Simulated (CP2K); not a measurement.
Two runs for the N K edge of trifluoroacetonitrile. Run A: CP2K XAS_TDP, all-electron GAPW, PBEh(45%), aug-cc-pVDZ, TDA, no relativity. Run B differs in one setting.

First lines with a strength over 0.0015. A:

```
            atom  energy (eV)  states  strength, one atom
N1 (bonded to C)       395.49       1              0.0569
                       395.51       1              0.0567
                       400.35       1              0.0027
                       402.17       1              0.0028
                       402.21       1              0.0021
```

B:

```
            atom  energy (eV)  states  strength, one atom
N1 (bonded to C)       401.18       1              0.0561
                       401.21       1              0.0559
                       406.04       1              0.0027
                       407.87       1              0.0028
                       407.90       1              0.0021
```

Which was it: GW2X switched on, the functional, the basis, scalar relativity switched on?

GW2X switched on. GW2X shifts an atom's lines together and keeps their spacings. Against PBEh(45%) in aug-cc-pVDZ, the leading line moves by +5.69 eV, to 401.18 eV.

[Banner, clock and machine lines of the logs are left out without a mark of their own.]

[Logs are printed without paths, hosts, clocks, repeated set-up lines and the standing remarks that a program may print on its own settings, such as how far it seeks lower states.]

[Hosts, paths, dates, database ids (printed as entryN), source tags and the programs' standing remarks are cut or masked in the printed files.]
